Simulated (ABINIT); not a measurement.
# A GW chain in ABINIT: Ba2TaBiO6 (R-3), part 3 of 3

How does a plane-wave GW calculation on Ba2TaBiO6 (R-3) run from the first input to the gap?

ABINIT 10.8.3; LDA and many-body steps on it, plane waves. Known limits of the many-body steps: not at the basis limit; no spin-orbit coupling; coarse k mesh.

So far. Step 4 (Empty states on the mesh, 2×2×2 mesh, 217 bands): On this mesh the gap is 2.549 eV. Step 5 (Screening, 2×2×2 mesh, 199 bands, screening to 119.7 eV): Local fields lower ε∞ by 8 %. On a Γ-centred mesh this coarse the value itself is usually too large, while a short band sum pulls it down.

## Step 6: Self-energy, 2×2×2 mesh, 199 bands, screening to 119.7 eV

The self-energy is evaluated for the states that the input lists, and the levels follow from it, in one-shot runs by the linearised quasiparticle equation.

This step: G0W0 on LDA, plane waves, norm-conserving pseudopotentials.

run.abi reads:

```
acell 3*1.0 Angstrom
rprim 
  3.075626834241 1.775713980676 4.956223105800
  -3.075626834241 1.775713980676 4.956223105800
  0.000000000000 -3.551427961352 4.956223105800
ntypat 4
znucl 56 73 83 8
natom 10
typat 1 1 2 3 4 4 4 4 4 4
xred 
  0.748816000000 0.748816000000 0.748816000000
  0.251184000000 0.251184000000 0.251184000000
  0.500000000000 0.500000000000 0.500000000000
  0.000000000000 0.000000000000 0.000000000000
  0.725510000000 0.218856000000 0.322035000000
  0.218856000000 0.322035000000 0.725510000000
  0.322035000000 0.725510000000 0.218856000000
  0.274490000000 0.781144000000 0.677965000000
  0.677965000000 0.274490000000 0.781144000000
  0.781144000000 0.677965000000 0.274490000000
pp_dirpath "pseudos"
pseudos "Ba.upf, Ta.upf, Bi.upf, O.upf"
ecut 62
ngkpt 2 2 2
nshiftk 1
shiftk 0 0 0
kptopt 1
chksymbreak 0
istwfk *1
occopt 1
irdwfk 1
optdriver 4
nband 199
gwcalctyp 0
ecutsigx 62
symsigma 1
nkptgw 3
kptgw 
  0.5000000000 0.5000000000 0.5000000000
  0.5000000000 0.0000000000 0.0000000000
  0.0000000000 0.0000000000 0.0000000000
bdgw 
  52 56
  52 55
  51 55
ecuteps 4.4
irdscr 1
ppmodel 1
indata_prefix "in"
outdata_prefix "out"
tmpdata_prefix "tmp"
```

The run is started by

```console
> OMP_NUM_THREADS=1 mpirun -n 4 abinit run.abi > log
```

Numbers of over 12 decimals in the logs are rounded to 6 here.

What it wrote:

```text
.Version 10.8.3 of ABINIT. v10.8.2 released Aug 2026.

 Symmetries : space group R-3 (#148); Bravais hR (rhombohedral)
[... echo of the input left out ...]
== DATASET  1 ==================================================================
-   mpi_nproc: 4, omp_nthreads: 1 (-1 if OMP is not activated)

--- !DatasetInfo
iteration_state: {dtset: 1, }
dimensions: {natom: 10, nkpt: 4, mband: 199, nsppol: 1, nspinor: 1, nspden: 1, mpw: 25587, }
cutoff_energies: {ecut:  62.0, pawecutdg:  -1.0, }
electrons: {nelect:   1.06000000E+02, charge:   0.00000000E+00, occopt:   1.00000000E+00, tsmear:   1.00000000E-02, }

 SIGMA: Calculation of the GW corrections

 Based on a program developped by R.W. Godby, V. Olevano, G. Onida, and L. Reining.
 Incorporated in ABINIT by V. Olevano, G.-M. Rignanese, and M. Torrent.
.Using double precision arithmetic ; gwpc =  8

[... cell and pseudopotentials left out ...]
--------------------------------------------------------------------------------

 ==== K-mesh for the wavefunctions ====
 Number of points in the irreducible wedge :     4
[... list of points left out ...]
 Together with  6 symmetry operations and time-reversal symmetry
 yields     8 points in the full Brillouin Zone.

 ==== Q-mesh for screening function ====
 Number of points in the irreducible wedge :     4
[... list of points left out ...]
 Together with  6 symmetry operations and time-reversal symmetry
 yields     8 points in the full Brillouin Zone.

 vcoul_init : cutoff-mode = AUXILIARY_FUNCTION
 q-points for optical limit:   1
     1)      0.000010    0.000020    0.000030
 setmesh: FFT mesh size selected  =    81x   81x   81
          total number of points  =       531441

 Number of electrons calculated from density =  106.0000; Expected =  106.0000
 average of density, n =  0.096716
 r_s =    1.3515
 omega_plasma =   29.9989 [eV]

 === KS Band Gaps ===
  >>>> For spin  1
   Minimum direct gap =   2.5771 [eV], located at k-point      :   0.5000  0.0000  0.0000
   Fundamental gap    =   2.5491 [eV], Top of valence bands at :   0.5000  0.5000  0.5000
                                       Bottom of conduction at :   0.5000  0.0000  0.0000
 SIGMA fundamental parameters:
 PLASMON POLE MODEL  1
 number of plane-waves for SigmaX                25587
 number of plane-waves for SigmaC and W            525
 number of plane-waves for wavefunctions         25587
 number of bands                                   199
 number of independent spin polarizations            1
 number of spinorial components                      1
 number of k-points in IBZ                           4
 number of q-points in IBZ                           4
 number of symmetry operations                       6
 number of k-points in BZ                            8
 number of q-points in BZ                            8
 number of frequencies for dSigma/dE                 9
 frequency step for dSigma/dE [eV]                0.25
 number of omega for Sigma on real axis              0
 max omega for Sigma on real axis  [eV]           0.00
 zcut for avoiding poles [eV]                     0.10

 EPSILON^-1 parameters (SCR file):
 dimension of the eps^-1 matrix on file            525
 dimension of the eps^-1 matrix used               525
 number of plane-waves for wavefunctions         25587
 number of bands                                   199
 number of q-points in IBZ                           4
 number of frequencies                               2
 number of real frequencies                          1
 number of imag frequencies                          1

 matrix elements of self-energy operator (all in [eV])

 Perturbative Calculation

--- !SelfEnergy_ee
iteration_state: {dtset: 1, }
kpoint     : [   0.500,    0.500,    0.500, ]
spin       : 1
KS_gap     :    2.682
QP_gap     :    3.486
Delta_QP_KS:    0.804
data: !SigmaeeData |
     Band     E0 <VxcDFT>   SigX SigC(E0)      Z dSigC/dE  Sig(E)    E-E0       E
       52   4.962 -18.586 -23.417   4.960   0.771  -0.296 -18.486   0.100   5.061
       53   6.493 -20.412 -23.480   3.628   0.790  -0.265 -19.969   0.442   6.935
       54   9.175 -15.195 -10.580  -3.108   0.827  -0.209 -13.948   1.247  10.422
       55   9.631 -15.656 -11.060  -3.041   0.826  -0.211 -14.372   1.284  10.915
       56   9.631 -15.656 -11.060  -3.041   0.826  -0.211 -14.372   1.284  10.915

--- !SelfEnergy_ee
iteration_state: {dtset: 1, }
kpoint     : [   0.500,    0.000,    0.000, ]
spin       : 1
KS_gap     :    2.577
QP_gap     :    3.380
Delta_QP_KS:    0.803
data: !SigmaeeData |
     Band     E0 <VxcDFT>   SigX SigC(E0)      Z dSigC/dE  Sig(E)    E-E0       E
       52   5.236 -18.788 -23.488   4.872   0.771  -0.297 -18.655   0.133   5.370
       53   6.465 -20.392 -23.458   3.619   0.791  -0.264 -19.954   0.437   6.902
       54   9.042 -15.276 -10.735  -3.043   0.829  -0.207 -14.035   1.241  10.282
       55   9.408 -15.548 -10.889  -3.132   0.826  -0.211 -14.287   1.261  10.670

--- !SelfEnergy_ee
iteration_state: {dtset: 1, }
kpoint     : [   0.000,    0.000,    0.000, ]
spin       : 1
KS_gap     :    3.947
QP_gap     :    4.979
Delta_QP_KS:    1.032
data: !SigmaeeData |
     Band     E0 <VxcDFT>   SigX SigC(E0)      Z dSigC/dE  Sig(E)    E-E0       E
       51   5.312 -18.813 -23.513   4.877   0.771  -0.298 -18.676   0.136   5.449
       52   5.312 -18.813 -23.513   4.877   0.771  -0.298 -18.676   0.136   5.449
       53   5.708 -19.360 -23.390   4.381   0.776  -0.288 -19.087   0.273   5.980
       54   9.655 -13.384  -8.865  -2.951   0.833  -0.201 -12.079   1.305  10.960
       55   9.838 -16.696 -11.919  -3.277   0.814  -0.228 -15.474   1.221  11.059

== END DATASET(S) ==============================================================
================================================================================

 -outvars: echo values of variables after computation  --------
           etotal      0.0000000000E+00
            nband         199
             nkpt           4
          spgroup         148
 [... the other variables as echoed above ...]

 Calculation completed.
```

It took 77 s on 4 MPI ranks of Arm Neoverse V1, shared host; peak memory 3.7 GiB.

Numbers from this step:

```
G0W0 gap on the points computed              : 3.347 eV
starting gap on the mesh                     : 2.549 eV
k of the valence top                         : 0.5, 0.5, 0.5
k of the conduction bottom                   : 0.5, 0, 0
Z at the valence top                         : 0.79
Z at the conduction bottom                   : 0.829
least direct G0W0 gap on the computed points : 3.38 eV
```

The gap on the mesh goes from 2.55 eV to 3.35 eV, a correction of +0.80 eV.

Limits: finite bands, cutoff and mesh; no spin-orbit coupling; coarse k mesh. v1 is the top filled band, c1 the lowest empty one. The levels before and after the correction (eV, zero at the valence-band top of each column):

|  | conduction bottom | valence top |
| --- | --- | --- |
| Kohn-Sham | 2.55 | 0.00 |
| G0W0 | 3.35 | 0.00 |

|  | level | energy (eV) |
| --- | --- | --- |
| Kohn-Sham | (0.5 0.5 0.5) v2 | -1.531 |
| Kohn-Sham | (0.5 0.5 0.5) v1 | 0.000 |
| Kohn-Sham | (0.5 0.5 0.5) c1 | 2.682 |
| Kohn-Sham | (0.5 0.5 0.5) c2-c3 | 3.138 |
| Kohn-Sham | (0.5 0 0) v2 | -1.257 |
| Kohn-Sham | (0.5 0 0) v1 | -0.028 |
| Kohn-Sham | (0.5 0 0) c1 | 2.549 |
| Kohn-Sham | (0.5 0 0) c2 | 2.915 |
| G0W0 | (0.5 0.5 0.5) v2 | -1.874 |
| G0W0 | (0.5 0.5 0.5) v1 | 0.000 |
| G0W0 | (0.5 0.5 0.5) c1 | 3.487 |
| G0W0 | (0.5 0.5 0.5) c2-c3 | 3.980 |
| G0W0 | (0.5 0 0) v2 | -1.565 |
| G0W0 | (0.5 0 0) v1 | -0.033 |
| G0W0 | (0.5 0 0) c1 | 3.347 |
| G0W0 | (0.5 0 0) c2 | 3.735 |

## Step 7: Where the time went

Times are wall times on 4 MPI ranks of Arm Neoverse V1, shared host, good to a factor of about two.

| step | time | share | memory (GiB) |
| --- | --- | --- | --- |
| ground state | 18 min | 39 % | 1.4 |
| bands along the symmetry lines | 11 min | 24 % | 1.2 |
| empty states on the mesh | 7.5 min | 16 % | 0.99 |
| screening | 8.5 min | 18 % | 6.4 |
| self-energy | 77 s | 3 % | 3.7 |

## Step 8: Results

```yaml
lda_gap: 2.55 eV, indirect (only 28 meV under the direct gap)
g0w0_gap_on_the_mesh: 3.35 eV
gw_settings: 2×2×2 mesh, 199 bands, screening to 119.7 eV, Godby-Needs plasmon pole
known_limits: not at the basis limit; no spin-orbit coupling; coarse k mesh
```

**Reading.** G0W0 moves the gap on the mesh from 2.55 eV to 3.35 eV (+0.80 eV), with Z of 0.79 and 0.83 at the edges. Local fields lower the RPA ε∞ on this mesh from 7.20 to 6.60; a Γ-centred mesh this coarse tends to raise both, most where the direct gap is narrow, while a short band sum lowers them. Only 3 of the mesh's irreducible points were corrected, so a valley elsewhere could overtake. The dearest step here is «ground state». Bands and cutoff are finite, so the gap is not at the basis limit. The miss can reach some tenths of an eV and take either sign; the mesh is an error of its own. In the G0W0 run levels were corrected at 3 k points alone, so a gap called «on the mesh» is the least over those, and an edge elsewhere would be missed. The 2×2×2 mesh is coarse for this cell, which bears on the long-range parts of exchange and screening. Where an edge is built on 6p states of lead, bismuth or thallium, scalar-relativistic gaps usually stand too wide, by a few tenths to over one eV. The many-body steps are scalar-relativistic: spin-orbit coupling is not in them.

[Paths, hosts, dates, memory and timing lines, banners, echoed tables and standing remarks are left out of the program output.]

[Logs are printed without paths, hosts, clocks, repeated set-up lines and the standing remarks that a program may print on its own settings, such as how far it seeks lower states.]

[Runs of the session that timed out or met a known fault of the program may be left out.]

[Hosts, paths, dates, database ids (printed as entryN), source tags and the programs' standing remarks are cut or masked in the printed files.]

[G0W0 gaps are taken among the corrected bands and points alone; a level outside them can change the order at an edge.]

[Where Ansatz stands beside ABINIT at settings called matched, ABINIT's density can come from a denser mesh and the files from another edition; pairs whose starting gaps differed by over 0.03 eV were left out, so agreement reads better than it is.]
